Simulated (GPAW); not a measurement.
# Magnetic state of Fe2 on W4 110 from several starts, part 2 of 2

A self-consistent run ends on one state, which hangs on the start. Several orders of Fe2 on W4 110 are started in GPAW and their energies compared.

GPAW 26.7.0; PBE; plane waves with GPAW's PAW setups, scalar-relativistic.

So far. Step 2 (Start 1: ferro ++): After 49 cycles the largest moment stands at 2.81 μB.

## Step 3: Start 2: antiferro +-

Reversing part of the moments tests the sign of the couplings between them.

Input file order2.py:

```python
import json
import numpy as np
from ase import Atoms
from ase.parallel import paropen, parprint
from gpaw import GPAW

atoms = Atoms(['W', 'W', 'W', 'W', 'Fe', 'Fe'],
    cell=[[1.5825, -2.237993, 0.0],
         [1.5825, 2.237993, 0.0],
         [0.0, 0.0, 22.3307]],
    scaled_positions=[[0.0, 0.0, 0.268688],
         [0.5, 0.5, 0.368894],
         [0.0, 0.0, 0.4691],
         [0.5, 0.5, 0.569307],
         [0.0, 0.0, 0.65671],
         [0.5, 0.5, 0.731312]],
    pbc=True,
    magmoms=[0.0, 0.0, 0.0, 0.0, 2.6, -2.6])
atoms.calc = GPAW(mode={'name': 'pw', 'ecut': 450},
    xc='PBE',
    kpts={'size': (18, 18, 1), 'gamma': True},
    occupations={'name': 'fermi-dirac', 'width': 0.05},
    convergence={'density': 1e-05, 'energy': 1e-05},
    maxiter=250,
    mixer={'name': 'pulay', 'beta': 0.03, 'nmaxold': 8, 'weight': 100},
    symmetry={'tolerance': 1e-4},
    txt='order2.txt')
e = atoms.get_potential_energy(force_consistent=True)
res = {'free_energy': e, 'energy_sigma0': atoms.get_potential_energy(), 'fermi_energy': atoms.calc.get_fermi_level()}
res['moments'] = atoms.get_magnetic_moments().tolist()
res['total'] = atoms.get_magnetic_moment()
parprint('site moments (muB):', np.round(res['moments'], 3))
parprint(f"total moment: {res['total']:.3f} muB")
parprint(f'free energy: {e:.6f} eV')
atoms.calc.write('order2.gpw')
with paropen('results.json', 'w') as f:
    json.dump(res, f)
```

Launch:

```sh
$ OMP_NUM_THREADS=1 mpirun -n 4 gpaw python order2.py > order2.log
```

Log:

```text
site moments (muB): [-0.011 -0.004 -0.015 -0.058  1.41  -2.707]
total moment: -1.524 muB
free energy: -60.938850 eV

--- order2.txt ---
Input parameters:
  mode=PW(ecut=450),
  convergence={'density': 1e-05, 'energy': 1e-05},
  kpts=MonkhorstPack(size=(18, 18, 1), gamma=True),
  maxiter=250,
  mixer=Pulay(name='pulay', nmaxold=8, beta=0.03, weight=100, sigma=0.015, g_ss=None),
  occupations=Occupations(name='fermi-dirac', width=0.05),
  symmetry=Symmetry(tolerance=0.0001),
  xc=XC(name='PBE')

Diagonalizing LCAO Hamiltonian
Converting LCAO to pw mode

           Fe

       Fe

           W

       W

           W

       W

Atoms  # Å, Bohr magnetons
|   | symbol |        x |        y |         z |    initial magnetic moments |
|---|--------|----------|----------|-----------|-----------------------------|
| 0 |      W | 0.000000 | 0.000000 |  5.999991 | ( 0.0000,  0.0000,  0.0000) |
| 1 |      W | 1.582500 | 0.000000 |  8.237661 | ( 0.0000,  0.0000,  0.0000) |
| 2 |      W | 0.000000 | 0.000000 | 10.475331 | ( 0.0000,  0.0000,  0.0000) |
| 3 |      W | 1.582500 | 0.000000 | 12.713024 | ( 0.0000,  0.0000,  0.0000) |
| 4 |     Fe | 0.000000 | 0.000000 | 14.664794 | ( 0.0000,  0.0000,  2.6000) |
| 5 |     Fe | 1.582500 | 0.000000 | 16.330709 | ( 0.0000,  0.0000, -2.6000) |

Unit cell  # Å
| periodic |        x |         y |         z |   lengths |     angles |
|----------|----------|-----------|-----------|-----------|------------|
|      yes | 1.582500 | -2.237993 |  0.000000 |  2.740970 |  90.000000 |
|      yes | 1.582500 |  2.237993 |  0.000000 |  2.740970 |  90.000000 |
|      yes | 0.000000 |  0.000000 | 22.330700 | 22.330700 | 109.471222 |

Number of symmetries: 4

BZ-sampling:
  Number of BZ points: 324
  Number of IBZ points: 91

  Monkhorst-Pack size: [18, 18, 1]
  Monkhorst-Pack shift: [0.027778, 0.027778, 0.0]

Plane wave coefficients: 3478
Cutoff: 450.000000 eV

Spin-components: 2 (collinear spins)
Bands:           48
Projectors:      36
Spin-degeneracy: 1
Datatype:        complex128

Parallelization:
  kpt:    4
  domain: 1
  band:   1

Density:
  Valence electrons: 72.0
  Components: 2
  Grid points: [ 14  14 112]
  Charge: 0.0  # |e|

Potential:
  Grid points: [ 14  14 112]

[... setups left out ...]
Reference energy: -1824325.595820  # eV

eigensolver:
  PPCG
  Converge bands: occupied
  niter=2

density mixing:
  Pulay-Mixer
  Linear mixing parameters: 0.03
  Old densities: 8
  Fourier metric: weight=100, sigma=0.015

occupation numbers:
  Fermi-Dirac:
    width: 0.0500  # eV

poisson solver:
  ecut: 3600.000000  # eV

xc functional:
  name: PBE with 2 nearest neighbor stencil

convergence criteria:
- Maximum integral of absolute [dens]ity change: 1e-05 electrons / valence electron
- Maximum [total energy] change in last 3 cyles: 1e-05 eV / valence electron
- Maximum integral of absolute [eigenst]ate change: 4e-08 eV^2 / valence electron
maximum number of iterations: 250

SCF iterations
|iter     |      energy | eigst |  dens |  magmom |
|---------|-------------|-------|-------|---------|
|iter:   1|       0s |  -64.978630 | +0.17 |       |  +0.0000|
|iter:   2|      12s |  -86.129110 | -0.09 | -0.85 |  -0.0263|
|iter:   3|      24s |  -62.083241 | -0.83 | -0.59 |  -0.0274|
|iter:   4|      36s |  -61.887810 | -2.15 | -1.11 |  -0.0373|
|iter:   5|      48s |  -61.609907 | -2.41 | -1.14 |  -0.0703|
|iter:   6|      60s |  -61.058210 | -1.48 | -1.17 |  -0.1791|
|iter:   7|      72s |  -60.877111 | -1.67 | -1.31 |  -0.2808|
|iter:   8|      84s |  -60.834502 | -1.99 | -1.45 |  -0.4163|
|iter:   9|      96s |  -60.831610 | -2.55 | -1.57 |  -0.4829|
|iter:  10|     108s |  -60.828399 | -2.96 | -1.70 |  -0.5126|
[... 46 iterations left out ...]
|iter:  57|     647s |  -60.911739c| -8.15c| -4.46 |  -1.5288|
|iter:  58|     652s |  -60.911739c| -8.00c| -4.49 |  -1.5282|
|iter:  59|     664s |  -60.911738c| -7.32 | -4.51 |  -1.5261|
|iter:  60|     670s |  -60.911739c| -8.36c| -4.59 |  -1.5261|
|iter:  61|     675s |  -60.911738c| -7.86c| -4.61 |  -1.5253|
|iter:  62|     681s |  -60.911737c| -7.90c| -4.65 |  -1.5246|
|iter:  63|     686s |  -60.911736c| -8.08c| -4.69 |  -1.5241|
|iter:  64|     692s |  -60.911735c| -7.71c| -4.76 |  -1.5247|
|iter:  65|     697s |  -60.911733c| -7.81c| -4.91 |  -1.5242|
|iter:  66|     702s |  -60.911732c| -8.12c| -5.08c|  -1.5242|

Converged in 66 steps
Energy contributions relative to reference atoms: (reference = -1824325.595820)

Energy contributions:
  Kinetic:          28.903936
  Coulomb:         -34.523323
  Zero:              0.235935
  External:          0.000000
  Xc:              -55.501161
  Entropy:          -0.054237
  Spinorbit:         0.000000
  ----------------------------
  Free energy:     -60.938850
  Extrapolated:    -60.911732

dipole moment: (-31.381443, -0.000000, 0.056315)  # |e|*Ang

Total magnetic moment: (0.000000, 0.000000, -1.524204)

Local magnetic moments
|        x |        y |         z |
|----------|----------|-----------|
| 0.000000 | 0.000000 | -0.011477 |  # W    0
| 0.000000 | 0.000000 | -0.004028 |  # W    1
| 0.000000 | 0.000000 | -0.014900 |  # W    2
| 0.000000 | 0.000000 | -0.058195 |  # W    3
| 0.000000 | 0.000000 |  1.410094 |  # Fe   4
| 0.000000 | 0.000000 | -2.707345 |  # Fe   5

Fermi level: 5.374
Eigenvalues  # (at kpt = [-0.000, -0.000, 0.000])
| band index |      eig [eV] | occ [0-1] |      eig [eV] | occ [0-1] |
|------------|---------------|-----------|---------------|-----------|
|          0 |       -68.601 |     1.000 |       -68.604 |     1.000 |
|        ... |               |           |               |           |
|         29 |         3.832 |     1.000 |         3.412 |     1.000 |
|         30 |         3.983 |     1.000 |         3.779 |     1.000 |
|         31 |         4.043 |     1.000 |         3.881 |     1.000 |
|         32 |         4.330 |     1.000 |         4.066 |     1.000 |
|         33 |         4.432 |     1.000 |         4.239 |     1.000 |
|         34 |         4.750 |     1.000 |         4.439 |     1.000 |
|         35 |         4.926 |     1.000 |         4.546 |     1.000 |
|         36 |         5.539 |     0.035 |         4.870 |     1.000 |
|         37 |         5.668 |     0.003 |         5.171 |     0.983 |
|         38 |         5.953 |     0.000 |         5.583 |     0.015 |
|         39 |         6.402 |     0.000 |         5.738 |     0.001 |
|         40 |         6.407 |     0.000 |         5.927 |     0.000 |
|         41 |         6.742 |     0.000 |         6.627 |     0.000 |
|         42 |         7.084 |     0.000 |         6.860 |     0.000 |
|         43 |         7.142 |     0.000 |         7.117 |     0.000 |
|         44 |         7.352 |     0.000 |         7.303 |     0.000 |
|        ... |               |           |               |           |
|         47 |         7.743 |     0.000 |         7.700 |     0.000 |

No gap
No difference between direct/indirect transitions
```

The job ended after 12 min (4 MPI ranks of Arm Neoverse V1, shared host; peak memory 1.4 GiB; 48 min of CPU time).

Spin moment in the augmentation sphere by atom:

```csv
atom,spin moment in the augmentation sphere (μB)
W1,-0.01
W2,0.00
W3,-0.01
W4,-0.06
Fe5,1.41
Fe6,-2.71
```

Read from the output:

```
magnetization : -1.524 μB
final state   : ferrimagnetic
```

It lies 249 meV a seeded atom over the first start, and its largest moment is 2.71 μB against 2.81 μB.

## Step 4: Run 3 (no spin polarisation)

A run without seeds gives the zero against which the gain from the moments is read.

nospin.py is the script of step 3 with these lines changed:

```diff
@@ -16,4 +16,3 @@
          [0.5, 0.5, 0.731312]],
-    pbc=True,
-    magmoms=[0.0, 0.0, 0.0, 0.0, 2.6, -2.6])
+    pbc=True)
 atoms.calc = GPAW(mode={'name': 'pw', 'ecut': 450},
@@ -26,11 +25,7 @@
     symmetry={'tolerance': 1e-4},
-    txt='order2.txt')
+    txt='nospin.txt')
 e = atoms.get_potential_energy(force_consistent=True)
 res = {'free_energy': e, 'energy_sigma0': atoms.get_potential_energy(), 'fermi_energy': atoms.calc.get_fermi_level()}
-res['moments'] = atoms.get_magnetic_moments().tolist()
-res['total'] = atoms.get_magnetic_moment()
-parprint('site moments (muB):', np.round(res['moments'], 3))
-parprint(f"total moment: {res['total']:.3f} muB")
 parprint(f'free energy: {e:.6f} eV')
-atoms.calc.write('order2.gpw')
+atoms.calc.write('nospin.gpw')
 with paropen('results.json', 'w') as f:
```

Launch:

```sh
$ OMP_NUM_THREADS=1 mpirun -n 4 gpaw python nospin.py > nospin.log
```

Log:

```text
free energy: -60.145352 eV

--- nospin.txt ---
Input parameters:
  mode=PW(ecut=450),
  convergence={'density': 1e-05, 'energy': 1e-05},
  kpts=MonkhorstPack(size=(18, 18, 1), gamma=True),
  maxiter=250,
  mixer=Pulay(name='pulay', nmaxold=8, beta=0.03, weight=100, sigma=0.015, g_ss=None),
  occupations=Occupations(name='fermi-dirac', width=0.05),
  symmetry=Symmetry(tolerance=0.0001),
  xc=XC(name='PBE')

[...]
|        ... |               |           |
|         29 |         3.826 |     2.000 |
|         30 |         3.908 |     2.000 |
|         31 |         4.157 |     2.000 |
|         32 |         4.410 |     2.000 |
[...]
|         42 |         6.927 |     0.000 |
|         43 |         7.005 |     0.000 |
|         44 |         7.222 |     0.000 |
|        ... |               |           |
|         47 |         7.695 |     0.000 |

No gap
No difference between direct/indirect transitions

[key lines of the parts left out:]
Free energy:     -60.145352
Converged in 39 steps
dipole moment: (-31.392276, -0.000000, 0.012668)  # |e|*Ang
Fermi level: 5.215
```

Wall time 3.6 min (4 MPI ranks); peak memory 1.1 GiB; 14 min of CPU time.

Numbers from this step:

- final state: non-magnetic (no spin polarisation)

It lies 646 meV a seeded atom over the first start.

## Step 5: The states side by side

Energies are divided by the number of seeded atoms, so that cells of unlike size compare.

Orders:

```csv
start,final state,typed order kept,energy over the lowest (meV a seeded atom),largest site moment (μB),net moment (μB a primitive cell),mesh matched,CPU time (s)
ferro ++,ferromagnetic,yes,0,2.809,4.914,yes,2155
antiferro +-,ferrimagnetic,yes,249.1,2.707,1.524,yes,2889
no spin polarisation,non-magnetic,-,645.8,0,0,yes,853
```

## Step 6: Outcome

```yaml
lowest_state_found: ferromagnetic (typed ferro ++)
largest_site_moment: 2.81 μB
next_state: ferrimagnetic, 249 meV a seeded atom higher
energy_gained_by_spin_polarisation: 646 meV a seeded atom
```

The lowest state found is ferromagnetic, reached from the start ferro ++, with moments up to 2.81 μB. The next state costs 249 meV a seeded atom. This is the lowest of 3 finished starts, no proof of the ground state.

[Long decimals in the printed logs are rounded to 6 places.]

[Logs and program files are shortened in this print: banners, set-up blocks, solver, clock and traceback lines can be left out without a mark of their own.]

[Logs are printed without paths, hosts, clocks, repeated set-up lines and the standing remarks that a program may print on its own settings, such as how far it seeks lower states.]

[Hosts, paths, dates, database ids (printed as entryN), source tags and the programs' standing remarks are cut or masked in the printed files.]

[Where the starting crystal was built by hand or by swapping elements, it need not be the compound's stable phase.]

[Where a cell is said to come from a database of computed structures, the database is the Materials Project.]

[Runs that the program refused, that were killed for memory or that had too few empty states are not shown or counted.]

[Lattice constants of own cells that a recipe calls measured were typed without a cited source.]
